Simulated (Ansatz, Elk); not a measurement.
# Bonding as seen by X-rays: Cu3HgS4

The structure of Cu3HgS4 used here is made up (a known structure type with other elements) and was relaxed beforehand with PBE. The aim is the Fourier transform of its all-electron density, F(hkl), set beside the sum over free spherical atoms that refinements use.

Program: Elk 11.2.3 (patched build). Level of theory: DFT, PBE, all-electron APW+lo, Dirac cores, scalar-relativistic bands, static density, no spin. Results are calculated unless marked as measured.

The structure was built from a prototype and need not be the compound's stable phase.

## 1. Starting point

Symmetry: P-43m, No. 215, cubic system. The conventional cell has a = 5.396 Å, b = 5.396 Å, c = 5.396 Å, α = 90.00°, β = 90.00°, γ = 90.00°. Nearest to Hg lie 4 S at 2.53 Å. Cu has 4 S at 2.28 Å nearest. S has 3 Cu at 2.28 Å and 1 Hg at 2.53 Å nearest. Farther neighbours and most contacts between anions are not listed.

## 2. Ground state and structure factors

An all-electron density is needed, since X-rays see the cores too. Task 0 finds the density and task 195 Fourier-transforms it; tshift is off so that phases refer to the origin typed.

Contents of elk.in:

```
tasks
  0
  195

xctype
  20

spinpol
  .false.

rgkmax
  7.0

gmaxvr
  14.0

lmaxo
  7

lmaxapw
  8

swidth
  0.002

tshift
  .false.

ramdisk
  .false.

hmaxvr
  5.5

maxscl
  120

epspot
  1e-06

sppath
  './'

avec
  10.19676840032 -0.00000000000 -0.00000000000
  -0.00000000000 10.19676840032 0.00000000000
  0.00000000000 0.00000000000 10.19676840032

atoms
  3
  'Hg.in'
  1
  -0.0000000000 0.0000000000 -0.0000000000   0.000000 0.000000 0.000000
  'Cu.in'
  3
  0.5000000000 0.0000000000 0.5000000000   0.000000 0.000000 0.000000
  0.5000000000 0.5000000000 -0.0000000000   0.000000 0.000000 0.000000
  -0.0000000000 0.5000000000 0.5000000000   0.000000 0.000000 0.000000
  'S.in'
  4
  0.2710092634 0.2710092634 0.2710092634   0.000000 0.000000 0.000000
  0.2710092634 0.7289907366 0.7289907366   0.000000 0.000000 0.000000
  0.7289907366 0.2710092634 0.7289907366   0.000000 0.000000 0.000000
  0.7289907366 0.7289907366 0.2710092634   0.000000 0.000000 0.000000

ngridk
  4 4 4
```

Command:

```sh
OMP_NUM_THREADS=4 elk
```

Numbers of over 12 decimals in the logs are rounded to 6 here.

What it wrote:

```text
┌─────────────────────────┐
│ Elk code version 11.2.3 │
└─────────────────────────┘

All units are atomic (Hartree, Bohr, etc.)

┌─────────────────────────────────────────────────┐
│ Ground-state run starting from atomic densities │
└─────────────────────────────────────────────────┘

Lattice vectors :
   10.19676840      -0.000000000      -0.000000000
  -0.000000000       10.19676840       0.000000000
   0.000000000       0.000000000       10.19676840

Reciprocal lattice vectors :
  0.6161937842       0.000000000      -0.000000000
   0.000000000      0.6161937842      -0.000000000
   0.000000000       0.000000000      0.6161937842

Unit cell volume      :    1060.199673
Brillouin zone volume :   0.2339655631

Muffin-tin inner radius fraction :   0.1000000000E-01

Nuclei treated as point charges

Species : 1 (Hg)
 parameters loaded from : Hg.in
 name : mercury
 nuclear charge    :   -80.00000000
 electronic charge :    80.00000000
 atomic mass :    365653.2015
 muffin-tin radius :    2.742650028
 number of radial points in muffin-tin :   1393
 inner part over the whole radius :   0.9969392046E-02
 number on inner part of muffin-tin    :   1000
 approximate nuclear radius :   0.1038385165E-03
 number of mesh points to nuclear radius :    525
 atomic positions (lattice), magnetic fields (Cartesian) :
  1 :   0.00000000  0.00000000  0.00000000    0.00000000  0.00000000  0.00000000

Species : 2 (Cu)
 parameters loaded from : Cu.in
 name : copper
 nuclear charge    :   -29.00000000
 electronic charge :    29.00000000
 atomic mass :    115837.2717
 muffin-tin radius :    2.220459623
 number of radial points in muffin-tin :    993
 inner part over the whole radius :   0.9964152180E-02
 number on inner part of muffin-tin    :    700
 approximate nuclear radius :   0.7406004541E-04
 number of mesh points to nuclear radius :    338
 atomic positions (lattice), magnetic fields (Cartesian) :
  1 :   0.50000000  0.00000000  0.50000000    0.00000000  0.00000000  0.00000000
  2 :   0.50000000  0.50000000  0.00000000    0.00000000  0.00000000  0.00000000
  3 :   0.00000000  0.50000000  0.50000000    0.00000000  0.00000000  0.00000000

Species : 3 (S)
 parameters loaded from : S.in
 name : sulphur
 nuclear charge    :   -16.00000000
 electronic charge :    16.00000000
 atomic mass :    58450.91931
 muffin-tin radius :    1.993731551
 number of radial points in muffin-tin :    793
 inner part over the whole radius :   0.9995140093E-02
 number on inner part of muffin-tin    :    553
 approximate nuclear radius :   0.6195814986E-04
 number of mesh points to nuclear radius :    252
 atomic positions (lattice), magnetic fields (Cartesian) :
  1 :   0.27100926  0.27100926  0.27100926    0.00000000  0.00000000  0.00000000
  2 :   0.27100926  0.72899074  0.72899074    0.00000000  0.00000000  0.00000000
  3 :   0.72899074  0.27100926  0.72899074    0.00000000  0.00000000  0.00000000
  4 :   0.72899074  0.72899074  0.27100926    0.00000000  0.00000000  0.00000000

Total number of atoms per unit cell :    8
Total muffin-tin volume :    356.7766846
 ratio of muffin-tin to unit cell volume :   0.3365183879

Spin treatment :
 spin-unpolarised

Number of Bravais lattice symmetries :   48
Number of crystal symmetries         :   24
Crystal has no inversion symmetry
Complex Hermitian eigensolver will be used

k-point grid :      4     4     4
k-point offset :    0.000000000       0.000000000       0.000000000
k-point set is reduced with full crystal symmetry group
Total number of k-points :       11

Muffin-tin radius times maximum |G+k| :    7.000000000
 using average radius
Maximum |G+k| for APW functions       :    3.222288087
Maximum (1/2)|G+k|²                   :    5.191570259
Maximum |G| for potential and density :    14.00000000
Constant for pseudocharge density :   10
 order of it for each species :   17  17  17
 order of it for pair densities of each species (exact exchange by exxq0 0: 18) :   15  10   7
Radial integration step length :    1

[...]
electron entropic           :    -0.38454179784096E-02
 total energy                :     -26224.669711377

Density of states at Fermi energy :    312.2062286
 (states/Hartree/unit cell)

Estimated indirect band gap :   0.1105578440E-02
 from k-point 5 to k-point 4
Estimated direct band gap   :   0.1861806744E-02
 at k-point 5

Charges :
 core                        :    138.0000000
 valence                     :    93.00000000
 interstitial                :    14.22323522
 muffin-tins (core leakage)
  species : 1 (Hg)
[...]
species : 2 (Cu)
[...]
species : 3 (S)
[...]
total in muffin-tins        :    216.7767648
 total calculated charge     :    230.9960718
 total charge                :    231.0000000
 error                       :   0.3928222986E-02

RMS change in Kohn-Sham potential (target) :   0.4953752620     (  0.1000000000E-05)
Absolute change in total energy (target)   :   0.6882489740     (  0.1000000000E-03)

[... loops 3 to 16 left out ...]

┌──────────────────┐
│ Loop number : 17 │
└──────────────────┘

Energies :
 Fermi                       :     0.148594
 sum of occupied eigenvalues :     -15865.722784172
 electron kinetic            :      29343.457490784
 core electron kinetic       :      28530.360733347
 Coulomb                     :     -54888.064021585
 Coulomb potential           :     -44323.852934194
 nuclear-nuclear             :     -2262.3431554347
 electron-nuclear            :     -60968.689371600
 Hartree                     :      8342.9685054497
 Madelung                    :     -32726.137554488
 xc potential                :     -885.32734076180
 exchange                    :     -667.50622447582
 correlation                 :     -11.617779137003
 electron entropic           :    -0.33308935085348E-02
 total energy                :     -26223.733865307

Density of states at Fermi energy :    272.2129654
 (states/Hartree/unit cell)

Estimated indirect band gap :   0.2012970287E-02
 from k-point 10 to k-point 5
Estimated direct band gap   :   0.9586105720E-02
 at k-point 10

Charges :
 core                        :    138.0000000
 valence                     :    93.00000000
 interstitial                :    13.14632109
 muffin-tins (core leakage)
  species : 1 (Hg)
[...]
species : 2 (Cu)
[...]
species : 3 (S)
[...]
total in muffin-tins        :    217.8536789
 total calculated charge     :    230.9962742
 total charge                :    231.0000000
 error                       :   0.3725829970E-02

RMS change in Kohn-Sham potential (target) :   0.9158823204E-07 (  0.1000000000E-05)
Absolute change in total energy (target)   :   0.2724545993E-04 (  0.1000000000E-03)

Convergence targets achieved

┌──────────────────┐
│ Loop number : 18 │
└──────────────────┘

Energies :
 Fermi                       :     0.148594
 sum of occupied eigenvalues :     -15865.722796062
 electron kinetic            :      29343.457480088
 core electron kinetic       :      28530.360726007
 Coulomb                     :     -54888.064019592
 Coulomb potential           :     -44323.852935794
 nuclear-nuclear             :     -2262.3431554347
 electron-nuclear            :     -60968.689366173
 Hartree                     :      8342.9685020158
 Madelung                    :     -32726.137551694
 xc potential                :     -885.32734035637
 exchange                    :     -667.50622421325
 correlation                 :     -11.617779139859
 electron entropic           :    -0.33308938216425E-02
 total energy                :     -26223.733873750

Density of states at Fermi energy :    272.2129934
 (states/Hartree/unit cell)

Estimated indirect band gap :   0.2012972247E-02
 from k-point 10 to k-point 5
Estimated direct band gap   :   0.9586100680E-02
 at k-point 10

Charges :
 core                        :    138.0000000
 valence                     :    93.00000000
 interstitial                :    13.14632155
 muffin-tins (core leakage)
  species : 1 (Hg)
[...]
species : 2 (Cu)
[...]
species : 3 (S)
[...]
atom 2                    :    13.85932791     (  0.2747804919E-03)
   atom 3                    :    13.85932791     (  0.2747804919E-03)
   atom 4                    :    13.85932791     (  0.2747804919E-03)
 total in muffin-tins        :    217.8536784
 total calculated charge     :    230.9962742
 total charge                :    231.0000000
 error                       :   0.3725829606E-02

┌──────────────────────────────┐
│ Self-consistent loop stopped │
└──────────────────────────────┘

Warning : core states of species 2 leak from the muffin-tin :   0.4259009036E-03

Warning : core states of species 3 leak from the muffin-tin :   0.2747804919E-03

Wrote STATE.OUT
```

Elapsed: 75 s, on 4 threads of Arm Neoverse V1, shared host; peak memory 0.32 GiB; 3.4 min of CPU time.

SFACRHO.OUT:

```text

h k l indices transformed by vhmat matrix:
   1.000000000       0.000000000       0.000000000    
   0.000000000       1.000000000       0.000000000    
   0.000000000       0.000000000       1.000000000    

      h      k      l  multipl.   |H|            Re(F)            Im(F)           |F|

      0      0      0      1   0.0000000       231.00000      0.71865992E-15   231.00000    
      0      0      1      6  0.61619378       41.515754      0.27587299E-13   41.515754    
      0     -1      1     12  0.87142961       48.604608      0.36783065E-14   48.604608    
     -1     -1     -1      4   1.0672789       145.39115       48.262928       153.19235    
      1     -1     -1      4   1.0672789       145.39115      -48.262928       153.19235    
      0      0     -2      6   1.2323876       95.724624      0.55174598E-14   95.724624    
     -1     -2      0     24   1.3778512       50.019929     -0.27587299E-13   50.019929    
     -2      1      1     12   1.5093604       42.849100      -10.731826       44.172587    
      1      2      1     12   1.5093604       42.849100       10.731826       44.172587    
     -2      2      0     12   1.7428592       161.83861     -0.89197786E-14   161.83861    
     -2      1     -2     12   1.8485814       36.821263      -2.4932814       36.905580    
      2      1     -2     12   1.8485814       36.821263       2.4932814       36.905580    
     -3      0      0      6   1.8485814       55.893412     -0.62531211E-13   55.893412    
      0      3     -1     24   1.9485758       38.963518     -0.14713226E-13   38.963518    
      3     -1      1     12   2.0436836       117.80325      -32.173307       122.11768    
      1     -3     -1     12   2.0436836       117.80325       32.173307       122.11768    
      2      2      2      4   2.1345579       84.115688      0.10346493       84.115752    
      2      2     -2      4   2.1345579       84.115688     -0.10346493       84.115752
```

Elk indexes on the primitive cell of elk.in and gives |H| = 4π sin θ/λ in inverse bohr. Below, one row stands for each form hkl of the conventional cell (m members, Friedel mates merged), F is for one primitive cell and the density is static (no thermal factor). Free-atom factors are Waasmaier and Kirfel's, and R is Σm||F|−|F'||/Σm|F|.

```csv
hkl,m,sin θ/λ (Å⁻¹),"abs F, DFT",neutral atoms,diff.,abs of complex diff.
100,6,0.093,41.516,41.653,-0.138,0.138
110,12,0.131,48.605,48.605,-0.001,0.001
111,8,0.161,153.192,153.769,-0.576,0.933
200,6,0.185,95.725,97.038,-1.313,1.313
210,24,0.207,50.020,49.732,+0.288,0.288
211,24,0.227,44.173,43.925,+0.248,0.250
220,12,0.262,161.839,162.937,-1.098,1.098
221,24,0.278,36.906,36.654,+0.252,0.259
300,6,0.278,55.893,55.677,+0.216,0.216
310,24,0.293,38.964,38.734,+0.230,0.230
311,24,0.307,122.117,123.076,-0.959,0.960
222,8,0.321,84.116,84.625,-0.510,0.725
320,24,0.334,26.476,26.313,+0.163,0.163
321,48,0.347,41.195,41.067,+0.128,0.142
```

## 3. The highest occupied states alone

An energy window below the Fermi level keeps the highest occupied states, to see at which angles they scatter; shallow core shells can lie inside it and anion s states outside. No new self-consistency is needed.

Edit elk.in of step 2 so:

```diff
@@ -1,3 +1,2 @@
 tasks
-  0
   195
@@ -40,2 +39,5 @@
 
+wsfac
+  -0.402650 0.448590
+
 sppath
```

Command:

```sh
OMP_NUM_THREADS=4 elk
```

What it wrote:

```text
┌─────────────────────────────────┐
│ Elk code version 11.2.3 started │
└─────────────────────────────────┘

Info(readinput): the functional depends on the density's gradient
 muffin-tin radial points multiplied by    2.00000
 (not where nrmtscf is given)

┌────────────────────┐
│ Current task : 195 │
└────────────────────┘
Info(checkmt): changed muffin-tin radius of species 1 (Hg) from   2.8000 to   2.7427
Info(checkmt): changed muffin-tin radius of species 2 (Cu) from   2.4000 to   2.2205
Info(checkmt): changed muffin-tin radius of species 3 (S) from   2.2000 to   1.9937

Info(sfacrho): density structure factors written to SFACRHO.OUT

 Energy window :  -0.4026500000      0.4485900000

┌──────────────────┐
│ Elk code stopped │
└──────────────────┘
```

The job ended after 26 s (4 threads; peak memory 0.24 GiB).

States within 15 eV below the Fermi level hold 69.00 electrons; any levels below the window count with the cores. Their amplitudes can exceed the total, where window and core parts have opposite phase:

```csv
hkl,sin θ/λ (Å⁻¹),"abs F, window","abs F, all"
100,0.093,2.537,41.516
110,0.131,0.602,48.605
111,0.161,31.533,153.192
200,0.185,18.474,95.725
210,0.207,1.290,50.020
211,0.227,2.747,44.173
220,0.262,21.084,161.839
221,0.278,3.017,36.906
300,0.278,2.109,55.893
310,0.293,2.935,38.964
```

## 4. Another functional

The difference from free atoms is small, so it is set against the change that PBEsol makes.

Edit elk.in of step 3 so:

```diff
@@ -1,2 +1,3 @@
 tasks
+  0
   195
@@ -4,3 +5,3 @@
 xctype
-  20
+  22
 
@@ -39,5 +40,2 @@
 
-wsfac
-  -0.402650 0.448590
-
 sppath
```

Command:

```sh
OMP_NUM_THREADS=4 elk
```

What it wrote:

```text
┌─────────────────────────┐
│ Elk code version 11.2.3 │
└─────────────────────────┘

All units are atomic (Hartree, Bohr, etc.)

┌─────────────────────────────────────────────────┐
│ Ground-state run starting from atomic densities │
└─────────────────────────────────────────────────┘

Lattice vectors :
   10.19676840      -0.000000000      -0.000000000
  -0.000000000       10.19676840       0.000000000
   0.000000000       0.000000000       10.19676840

Reciprocal lattice vectors :
  0.6161937842       0.000000000      -0.000000000
[...]
atom 4                    :    13.83692767     (  0.2767006276E-03)
 total in muffin-tins        :    217.7780862
 total calculated charge     :    230.9962543
 total charge                :    231.0000000
 error                       :   0.3745661469E-02

┌──────────────────────────────┐
│ Self-consistent loop stopped │
└──────────────────────────────┘

Warning : core states of species 2 leak from the muffin-tin :   0.4341271399E-03

Warning : core states of species 3 leak from the muffin-tin :   0.2767006276E-03

Warning : degenerate sets left as the solver has them : 39

Wrote STATE.OUT
[key lines of the parts left out:]
total energy                :     -26211.824463162
```

Wall time 70 s (4 threads); peak memory 0.31 GiB; 3.1 min of CPU time.

Against the first run R = 0.02 %; the largest change is -0.054 at 111.

## 5. Basis size

A smaller basis shows how fast F responds to it; the change is likely larger than the basis error of the first run, but doesn't show convergence.

Edit elk.in of step 4 so:

```diff
@@ -5,3 +5,3 @@
 xctype
-  22
+  20
 
@@ -11,3 +11,3 @@
 rgkmax
-  7.0
+  5.5
```

Command:

```sh
OMP_NUM_THREADS=4 elk
```

What it wrote:

```text
┌─────────────────────────┐
│ Elk code version 11.2.3 │
└─────────────────────────┘

All units are atomic (Hartree, Bohr, etc.)

┌─────────────────────────────────────────────────┐
│ Ground-state run starting from atomic densities │
└─────────────────────────────────────────────────┘

Lattice vectors :
   10.19676840      -0.000000000      -0.000000000
  -0.000000000       10.19676840       0.000000000
   0.000000000       0.000000000       10.19676840

Reciprocal lattice vectors :
  0.6161937842       0.000000000      -0.000000000
[...]
species : 3 (S)
[...]
atom 3                    :    13.82419328     (  0.2732095950E-03)
   atom 4                    :    13.82419328     (  0.2732095950E-03)
 total in muffin-tins        :    217.5499359
 total calculated charge     :    230.9965261
 total charge                :    231.0000000
 error                       :   0.3473870730E-02

┌──────────────────────────────┐
│ Self-consistent loop stopped │
└──────────────────────────────┘

Warning : core states of species 2 leak from the muffin-tin :   0.4259962541E-03

Warning : core states of species 3 leak from the muffin-tin :   0.2732095950E-03

Wrote STATE.OUT
[key lines of the parts left out:]
total energy                :     -26223.507624182
```

Run time: 51 s. Hardware: 4 threads; peak memory 0.29 GiB; 1.9 min of CPU time.

Against the first run R = 0.02 %; the largest change is +0.105 at 400.

## 6. Settings against the effect

```csv
run,R against the first run (%),"R against neutral atoms, low angle (%)",wall time
"PBE, rgkmax 7",0.00,0.58,75 s
PBEsol,0.02,0.59,70 s
rgkmax 5.5,0.02,0.61,51 s
```

## 7. Summary of results

```
R against neutral atoms, sin θ/λ < 0.3 Å⁻¹ : 0.58 %
R against neutral atoms, 0.3 to 0.82 Å⁻¹   : 0.25 %
```

Independent neutral atoms miss the calculated amplitudes by R = 0.58 % below 0.3 Å⁻¹ and 0.25 % from there to 0.82 Å⁻¹; by shells, 0.10 % below 0.15 Å⁻¹ (2 forms), 0.63 % 0.15 to 0.3 (8 forms), 0.27 % 0.3 to 0.45 (13 forms), 0.25 % above 0.45 (81 forms). Bonding, aspherical density and the tables' own atoms all enter these figures, and the runs don't part them. The largest change of an amplitude is -1.31 electrons, at 200. R counts amplitudes alone; phases shift too. The window's part falls from 69.0 electrons at the origin to at most 7.12 between 0.45 and 0.82 Å⁻¹, where compact states inside the window still scatter. Below 0.3 Å⁻¹ the changes that finished (PBEsol and rgkmax 5.5) move F by R = 0.03 % at most, against the 0.58 % that separates it from free atoms. The k-mesh has no finished test. These runs have no spin, though d or f shells may be open. The electron count is odd, so without spin the run is a metal by force. Spin-orbit coupling is left out, which can matter for elements this heavy. Part of the difference isn't bonding: the tables are fits to free atoms and ions calculated by other methods than this functional. Thermal motion, anomalous dispersion and extinction are left out.

[Logs are printed without paths, hosts, clocks, repeated set-up lines and the standing remarks that a program may print on its own settings, such as how far it seeks lower states.]

[Hosts, paths, dates, database ids (printed as entryN), source tags and the programs' standing remarks are cut or masked in the printed files.]
